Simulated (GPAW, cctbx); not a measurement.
# By hand: from a DFT structure factor to an extinction distance in NaHI2

NaHI2, R-3m (no. 166), a = 4.9852 Å, b = 4.9852 Å, c = 21.1198 Å, α = 90.00°, β = 90.00°, γ = 120.00°.

```
atom  mult.    x    y       z
  I1      6  1/3  2/3  0.2577
 Na1      3    0    0       0
  H1      3  1/3  2/3     1/6
```

The cell comes from substitution in a known structure type and wasn't matched to any measured phase.

A DFT run (GPAW, PBE, 550 eV, 5×5×5 k-points, Fermi–Dirac width 0.05 eV) gives the static X-ray structure factor of 101 as 216.129 e for the conventional cell; superposed free atoms give 215.523 e. **Problem.** Find the Fourier component V of the crystal potential and the two-beam extinction distance at 300 kV in both cases.

## Step 1: Geometry

The cell volume is Ω = 454.55 Å³ and d(101) = 4.2298 Å, so g = 1/d = 0.2364 Å⁻¹.

## Step 2: The nuclei

Electrons feel nuclei as well as electrons, so the nuclear charges are summed with the same phases.

Phase sums Σ exp(2πi h·x), turned so that the total is real and positive: I +5.045, Na -3.000, H +3.000. Then F_Z = 53 × (+5.045) + 11 × (-3.000) + 1 × (+3.000) = 237.37 e. The electron term has the same sign for this reflection.

## Step 3: Mott–Bethe

Poisson's equation, term by term, gives V = (e/4πε₀)(F_Z − F)/(πΩg²), with e/4πε₀ = 14.3996 V Å.

The prefactor is 14.3996 × 4.2298²/(π × 454.55) = 0.18041 V per electron. Free atoms: (237.37 − 215.523) × 0.18041 = 3.941 V. Crystal: (237.37 − 216.129) × 0.18041 = 3.832 V. F changes by +0.28 % and V by -2.8 %: the same 0.61 e is measured against F_Z − F = 21.8 e in place of F = 215.5 e.

## Step 4: Extinction distance

In the two-beam case ξ = 1/(λU) with U = 2γm₀eV/h², that is ξ = 150.41 V Å²/(γλV).

At 300 kV, λ = 0.01969 Å and γ = 1.5871. Free atoms: ξ = 1221 Å. Crystal: ξ = 1256 Å. The thickness fringes go as sin²(πt/ξ), so the two patterns slip by a quarter of a period when t|1/ξ₁ − 1/ξ₀| = 1/4, at t ≈ 1101 nm, thicker than usual samples. Thermal motion, absorption and many-beam coupling, left out here, change a real pattern.

## Step 5: Answer

V(101) is 3.83 V against 3.94 V, and ξ is 1256 against 1221 Å. Limits: static atoms, two beams.

[Outputs are excerpts: Python notices, other lines and further rows are left out; steps that failed or that the build refused (PBEsol, TPSS) are not shown.]

[Logs are printed without paths, hosts, clocks, repeated set-up lines and the standing remarks that a program may print on its own settings, such as how far it seeks lower states.]
